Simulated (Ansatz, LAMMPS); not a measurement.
# Relaxing glassy CaAl2Si2O8 (130 atoms), part 2 of 2

Aim: bring glassy CaAl2Si2O8 (130 atoms) to a nearby minimum of the energy and see what moves.

Ansatz 0.2.0; Kohn-Sham DFT, RPBE, PAW (set soft_2), plane waves.

The cell: 20 Al, 10 Ca, 80 O and 20 Si. The quench rate of 10 K/ps far exceeds what a furnace or splat quench reaches. The starting topology of bonds comes from the classical model. The Brillouin zone is sampled at Γ only, in a cell whose shortest periodic width is 12 Å.

So far, density (g/cm³): step 5 (distances and neighbours after relaxation) 2.57.

### 6. Single point at the relaxed geometry

One more single point at the end of the walk gives the fuller output and checks the residual forces.

Contents of input.yaml:

```yaml
crystal:
  lattice:
    - [12.09118, -0.23528, 0.07922]
    - [-0.23528, 12.44477, -0.12886]
    - [0.07922, -0.12886, 11.95756]
  atoms:
    - { symbol: Al, position: [0.08142, 0.2696, 0.33636] }
    - { symbol: Al, position: [0.7584, 0.69539, 0.05089] }
    - { symbol: Al, position: [0.15458, 0.18568, 0.028] }
    - { symbol: Al, position: [0.2886, 0.4469, 0.68468] }
    - { symbol: Al, position: [0.35739, 0.12799, 0.16828] }
    - { symbol: Al, position: [0.84252, 0.92198, 0.6628] }
    - { symbol: Al, position: [0.39331, 0.2387, 0.75157] }
    - { symbol: Al, position: [0.68802, 0.75932, 0.78688] }
    - { symbol: Al, position: [0.53565, 0.45682, 0.68034] }
    - { symbol: Al, position: [0.10417, 0.0499, 0.22514] }
    - { symbol: Al, position: [0.87615, 0.19743, 0.00337] }
    - { symbol: Al, position: [0.08954, 0.87021, 0.77386] }
    - { symbol: Al, position: [0.69328, 0.30736, 0.11961] }
    - { symbol: Al, position: [0.8978, 0.08643, 0.37087] }
    - { symbol: Al, position: [0.33678, 0.52779, 0.24069] }
    - { symbol: Al, position: [0.5212, 0.91644, 0.82763] }
    - { symbol: Al, position: [0.01739, 0.16186, 0.55439] }
    - { symbol: Al, position: [0.3054, 0.99493, 0.94727] }
    - { symbol: Al, position: [0.68971, 0.83277, 0.47576] }
    - { symbol: Al, position: [0.7157, 0.08074, 0.19585] }
    - { symbol: Ca, position: [0.29125, 0.7353, 0.08027] }
    - { symbol: Ca, position: [0.12161, 0.20248, 0.79217] }
    - { symbol: Ca, position: [0.87828, 0.46783, 0.18977] }
    - { symbol: Ca, position: [0.51683, 0.76775, 0.28166] }
    - { symbol: Ca, position: [0.33354, 0.799, 0.68032] }
    - { symbol: Ca, position: [0.29865, 0.44677, 0.93031] }
    - { symbol: Ca, position: [0.78277, 0.96147, 0.95296] }
    - { symbol: Ca, position: [0.00312, 0.80931, 0.50544] }
    - { symbol: Ca, position: [0.55726, 0.56141, 0.91953] }
    - { symbol: Ca, position: [0.94657, 0.45323, 0.47503] }
    - { symbol: O, position: [0.81937, 0.84585, 0.53842] }
    - { symbol: O, position: [0.40528, 0.02654, 0.06266] }
    [... 92 atom lines left out ...]
    - { symbol: Si, position: [0.94418, 0.53209, 0.94791] }
    - { symbol: Si, position: [0.29584, 0.98607, 0.37025] }
    - { symbol: Si, position: [0.0287, 0.72854, 0.24675] }
    - { symbol: Si, position: [0.5896, 0.54171, 0.20232] }
    - { symbol: Si, position: [0.12358, 0.41829, 0.11744] }
    - { symbol: Si, position: [0.26103, 0.74756, 0.38219] }
kpoints:
  mp_grid: { grid: [1, 1, 1] }
hamiltonian:
  xc: rpbe
scf:
  occupations: { method: fixed }
output:
  forces: true
  stress: true
  populations: intrinsic
  dos:
    method: { smearing: { sigma: 0.1 } }
    de: 0.1
    projected: { site_lists: { Al: [Al], Ca: [Ca], O: [O], Si: [Si] } }
  eigenvalues: true
  write_density: true
  write_potential: true
  volumetric_format: npy
  elf: true
```

Launch:

```console
$ ansatz run input.yaml --threads 4 --pin off --max-ram 8192MiB --backend cpu --events-out ev --progress --plain --runs-dir out
```

Elapsed: 88 s, on 4 threads of Arm Neoverse N1, shared host; peak memory 2.6 GiB; 5.7 min of CPU time.

Read from the output:

* free energy: -87504.4733 eV
* free energy per atom: -673.1113 eV/atom
* SCF cycles: 10
* pressure: 0.008701 GPa
* r.m.s. force component: 0.00285 eV/Å
* longest force: 0.01144 eV/Å
* Fermi energy: 3.776 eV
* gap (highest filled to lowest empty level): 3.897 eV

Intrinsic-atomic-orbital charges by element and coordination:

| element | coordination | atoms | mean charge (e) | spread | least | most |
| --- | --- | --- | --- | --- | --- | --- |
| Al | all | 20 | 1.32 | 0.0311 | 1.28 | 1.41 |
| Ca | all | 10 | 1.82 | 0.0163 | 1.79 | 1.85 |
| Ca | 4 | 2 | 1.82 | 0.0025 | 1.82 | 1.82 |
| Ca | 5 | 5 | 1.82 | 0.0176 | 1.79 | 1.85 |
| Ca | 7 | 3 | 1.80 | 0.0081 | 1.79 | 1.81 |
| O | all | 80 | -0.981 | 0.0863 | -1.25 | -0.831 |
| O | 2 | 29 | -0.933 | 0.0563 | -1.12 | -0.875 |
| O | 3 | 48 | -1.00 | 0.089 | -1.25 | -0.831 |
| O | 4 | 3 | -1.08 | 0.0426 | -1.13 | -1.02 |
| Si | all | 20 | 1.69 | 0.0397 | 1.63 | 1.76 |

States in the cell by windows of 1 eV, zero at the Fermi level; the larger projections on atomic orbitals stand beside the total:

| from (eV) | to (eV) | total | O p | Si p | O s |
| --- | --- | --- | --- | --- | --- |
| -18 | -17 | 54.8 | 0.5 | 5.4 | 42.5 |
| -17 | -16 | 47.4 | 0.4 | 2.6 | 37.4 |
| -16 | -15 | 2.6 | 0.0 | 0.1 | 2.1 |
| -15 | -10 | 0.0 | 0.0 | 0.0 | 0.0 |
| -10 | -9 | 1.9 | 1.3 | 0.1 | 0.1 |
| -9 | -8 | 9.8 | 6.5 | 0.5 | 0.5 |
| -8 | -7 | 15.2 | 10.4 | 0.9 | 0.8 |
| -7 | -6 | 22.0 | 16.1 | 1.8 | 0.6 |
| -6 | -5 | 42.8 | 32.8 | 4.3 | 0.9 |
| -5 | -4 | 50.7 | 40.2 | 4.2 | 1.4 |
| -4 | -3 | 74.5 | 62.9 | 3.3 | 1.9 |
| -3 | -2 | 91.1 | 82.7 | 1.7 | 1.3 |
| -2 | -1 | 105.9 | 99.9 | 1.2 | 0.8 |
| -1 | 0 | 65.0 | 62.3 | 0.5 | 0.3 |
| 0 | 1 | 1.2 | 1.1 | 0.0 | 0.0 |
| 1 | 3 | 0.0 | 0.0 | 0.0 | 0.0 |
| 3 | 4 | 1.8 | 0.0 | 0.0 | 0.4 |
| 4 | 5 | 2.1 | 0.1 | 0.0 | 0.2 |

With fixed occupations the program's Fermi level is the highest filled level; weight inside the gap is the broadening of levels at its edges.

Between -26 and -18 eV lie 115 more states.

The levels nearest the highest filled one (over half full), pooled over k-points and spins:

| level less the highest filled one (eV) | occupation |
| --- | --- |
| -0.381 | 2 |
| -0.271 | 2 |
| -0.209 | 2 |
| -0.195 | 2 |
| -0.136 | 2 |
| 0 | 2 |
| 3.90 | 0 |
| 4.86 | 0 |
| 5.21 | 0 |
| 5.22 | 0 |
| 5.25 | 0 |
| 5.39 | 0 |

Electrostatic potential energy in the bc plane at fractional x = 0.016, with atoms of Al and Ca and O and Si within 0.2 Å of it. With pseudopotentials it is smooth inside the atoms' cores, unlike the true potential.

Ten even steps from '0' (-36 eV) to '9' (10 eV), each cell a mean:
```
99999300499999987666789999999855899
99999745899999998766657999999400499
99999999999999998886001799999612699
99999998899999999998202799999878899
99999888889999999999989999998777899
99999888899999999999999999998767899
99999988999999999999999999999864589
99999988999999999999999999999941289
99988777899999999999999999999986799
99975655789999999999999999877789999
99865775689999888889999998621258999
98775555633698766789999997300027899
97788777400288754678999998510047899
99999899732688766788999998765678999
99999998777888888889999999888899999
99997677655789999999999988889999999
88860016766789999999867752358999999
88861027888866899999412400026899999
87887789999854799999756510037899999
88889999999988889999999864578999986
38999999999999888999999998889999610
49999999999999876799999999888877621
99999999999999810169999999998756788
99999622699999820168899999998766789
```
Columns run along b (12.4 Å; values clipped at the 3rd and 97th percentile), rows up along c (12.0 Å). Atoms in or near the plane, at fractional coordinates: Al at (0.16, 0.55), Ca at (0.81, 0.51), O at (0.47, 0.04), O at (0.28, 0.47), O at (0.15, 0.28), O at (0.19, 0.98), O at (0.61, 0.87), Si at (0.73, 0.25).

ELF in the bc plane at fractional x = 0.016, with atoms of Al and Ca and O and Si within 0.2 Å of it. It is the smooth field of the valence electrons, not physical close to the nuclei.

Values, 13 rows by 16 columns, each cell a mean:
```
0.02 0.34 0.76 0.69 0.56 0.04 0.31 0.55 0.42 0.54 0.50 0.10 0.21 0.72 0.74 0.42
0.03 0.09 0.33 0.35 0.18 0.01 0.02 0.08 0.52 0.69 0.78 0.28 0.22 0.75 0.74 0.47
0.02 0.01 0.03 0.04 0.02 0.00 0.01 0.01 0.22 0.63 0.53 0.08 0.04 0.22 0.30 0.15
0.09 0.08 0.46 0.59 0.36 0.05 0.00 0.00 0.01 0.04 0.02 0.01 0.10 0.64 0.81 0.64
0.05 0.06 0.39 0.61 0.26 0.03 0.00 0.00 0.02 0.22 0.35 0.12 0.08 0.54 0.80 0.57
0.34 0.29 0.03 0.16 0.41 0.35 0.05 0.10 0.10 0.63 0.77 0.31 0.48 0.52 0.21 0.11
0.81 0.75 0.19 0.62 0.64 0.72 0.22 0.68 0.20 0.34 0.49 0.19 0.80 0.83 0.31 0.37
0.43 0.31 0.14 0.39 0.74 0.58 0.11 0.36 0.09 0.04 0.03 0.03 0.23 0.28 0.04 0.15
0.09 0.50 0.68 0.50 0.17 0.22 0.20 0.05 0.21 0.58 0.43 0.16 0.15 0.25 0.10 0.01
0.16 0.71 0.66 0.65 0.23 0.74 0.77 0.24 0.39 0.81 0.78 0.25 0.28 0.41 0.10 0.08
0.52 0.23 0.40 0.16 0.18 0.68 0.60 0.15 0.15 0.53 0.47 0.34 0.48 0.13 0.27 0.71
0.77 0.14 0.11 0.18 0.05 0.09 0.31 0.59 0.43 0.05 0.05 0.55 0.74 0.33 0.56 0.74
0.28 0.16 0.66 0.71 0.37 0.06 0.66 0.63 0.72 0.14 0.02 0.16 0.27 0.29 0.34 0.38
```
Columns run along b (12.4 Å), rows up along c (12.0 Å). Atoms in or near the plane, at fractional coordinates: Al at (0.16, 0.55), Ca at (0.81, 0.51), O at (0.47, 0.04), O at (0.28, 0.47), O at (0.15, 0.28), O at (0.19, 0.98), O at (0.61, 0.87), Si at (0.73, 0.25).

Mean intrinsic-atomic-orbital charges: Al +1.32, Ca +1.82, O -0.98, Si +1.69 e.

The surroundings of Ca22, one of the 10 Ca atoms, nearest first, numbered as they follow in the input and with coordinates relative to it.

| atom | x | y | z | distance (Å) | bonds | intrinsic-atomic-orbital charge (e) |
| --- | --- | --- | --- | --- | --- | --- |
| Ca22 | 0.00 | 0.00 | 0.00 | 0.00 | 5 | 1.85 |
| O92 | 0.31 | -0.84 | -2.16 | 2.34 | 3 | -1.01 |
| O58 | 1.24 | -1.23 | 1.58 | 2.36 | 3 | -1.05 |
| O48 | 1.84 | 1.50 | -0.29 | 2.39 | 4 | -1.13 |
| O88 | -2.04 | -0.07 | -1.25 | 2.39 | 3 | -1.01 |
| O80 | -1.22 | -0.15 | 2.20 | 2.52 | 3 | -1.03 |
| Al3 | 0.42 | -0.25 | 2.82 | 2.87 | 4 | 1.28 |
| Si119 | 1.55 | -1.90 | -1.97 | 3.15 | 4 | 1.69 |
| Al17 | -1.27 | -0.45 | -2.85 | 3.15 | 4 | 1.32 |
| O73 | 2.71 | -1.06 | -1.22 | 3.16 | 2 | -0.93 |

The column of bonds counts only the pairs O-Al within 2.43 Å, O-Si within 2.12 Å, O-Ca within 2.93 Å; other neighbours, such as metal atoms beside each other in a compound, aren't counted, and periodic images can show an atom twice.

### 7. Another setting: scf.algorithm = "direct_min"

Changed here: scf.algorithm = "direct_min".

Contents of input.yaml:

```yaml
crystal:
  lattice:
    - [11.9487, 0.0, 0.0]
    - [0.0, 11.9487, 0.0]
    - [0.0, 0.0, 11.9487]
  atoms:
    [... the 130 atom lines of step 3 ...]
kpoints:
  mp_grid: { grid: [1, 1, 1] }
hamiltonian:
  xc: rpbe
scf:
  occupations: { method: fixed }
  algorithm: direct_min
output:
  forces: true
  stress: true
  populations: true
  dos:
    method: { smearing: { sigma: 0.15 } }
    de: 0.1
    projected: { site_lists: { Al: [Al], Ca: [Ca], O: [O], Si: [Si] } }
  eigenvalues: true
```

It took 5.3 min on 4 threads; peak memory 3.1 GiB; 20 min of CPU time.

Geometry and reference: those of the single point at the start.

Forces differ from those of the single point at the start by 0.012 meV/Å r.m.s., 9.0e-4 % of their size. It took 4.1 times the reference's time, which goes against the count of work (plane waves, k-points, bands and cycles) (shared host, so rough).

### 8. What came out

```
energy change in the relaxation                  : -93.75 meV/atom
r.m.s. displacement                              : 0.246 Å
largest displacement                             : 0.551 Å
free energy per atom                             : -673.1113 eV/atom
pressure                                         : 0.008701 GPa
r.m.s. force component                           : 0.00285 eV/Å
gap (highest filled to lowest empty level) : 3.897 eV
wall time of the 4 DFT runs                      : 22 min
```

What this shows: Relaxation lowers the energy by 93.8 meV/atom and moves atoms by 0.25 Å r.m.s.; the r.m.s. force component goes from 1.3 to 0.0029 eV/Å, the pressure goes from 8.5 to 0.0087 GPa, and the gap from 3.27 to 3.90 eV. Displacements are taken in the final cell, so they leave out its strain. By the final cutoffs 6 of 213 bonded pairs parted and 7 joined. The cell grew by 5.4 % in volume. First to last step the energy falls by 12.188 eV, across changes of basis; the largest move, 0.55 Å, is that of Ca30, with 1 other atom within 2 % of it. The O-Al bonds go from 1.760 Å (spread 0.080) to 1.794 Å (spread 0.061). By these cutoffs all Al atoms have 4, 50 % of Ca atoms have 5, 60 % of O atoms have 3 and all Si atoms have 4 bonded neighbours. 82 % of the oxygens bridge two formers (Si and Al) and 9 % are non-bridging; 9 % join three. Between filled and empty levels lie 3.90 eV (at Γ alone); a semilocal functional tends to put such gaps too low. In a disordered cell it changes from sample to sample, and tail or defect levels can set it.

Caveats: The starting topology of bonds comes from the classical model; in DFT 6 of its 213 bonded pairs passed out of the cutoffs and 7 came within them.

Calculation beside experiment:

| quantity | measured | this cell | difference | method of the measurement |
| --- | --- | --- | --- | --- |
| nearest Si–O distance | 1.6 Å | 1.65 Å | +3.3 % | high-energy XRD, PDF Gaussian fit |
| number of O about Si | 3.85 | 4 | +3.9 % | high-energy XRD, PDF Gaussian fit |
| nearest Al–O distance | 1.75 Å | 1.79 Å | +2.3 % | high-energy XRD, PDF Gaussian fit |
| number of O about Al | 4 | 4 | +0.0 % | high-energy XRD, PDF Gaussian fit |
| nearest Ca–O distance | 2.36 Å | 2.36 Å | +0.0 % | high-energy XRD, Gaussian fit to PDF |
| number of O about Ca | 5.2 | 5.4 | +3.8 % | high-energy XRD, Gaussian fit to PDF |

The cell differs from the measured distances by up to 3.3 % and neighbour counts by up to 3.9 %. Distances of this cell are positions of the first main peak of g(r), or bond means where the peak is narrow; means over all bonds within a cutoff lie farther out for broad shells. The network comes from the model that made the cell; in DFT 6 of its 213 bonded pairs passed out of the cutoffs and 7 came within them. Our coordination numbers hang on a cutoff, and experiments count neighbours in their own ways.

[Logs are printed without paths, hosts, clocks, repeated set-up lines and the standing remarks that a program may print on its own settings, such as how far it seeks lower states.]

[Hosts, paths, dates, database ids (printed as entryN), source tags and the programs' standing remarks are cut or masked in the printed files.]
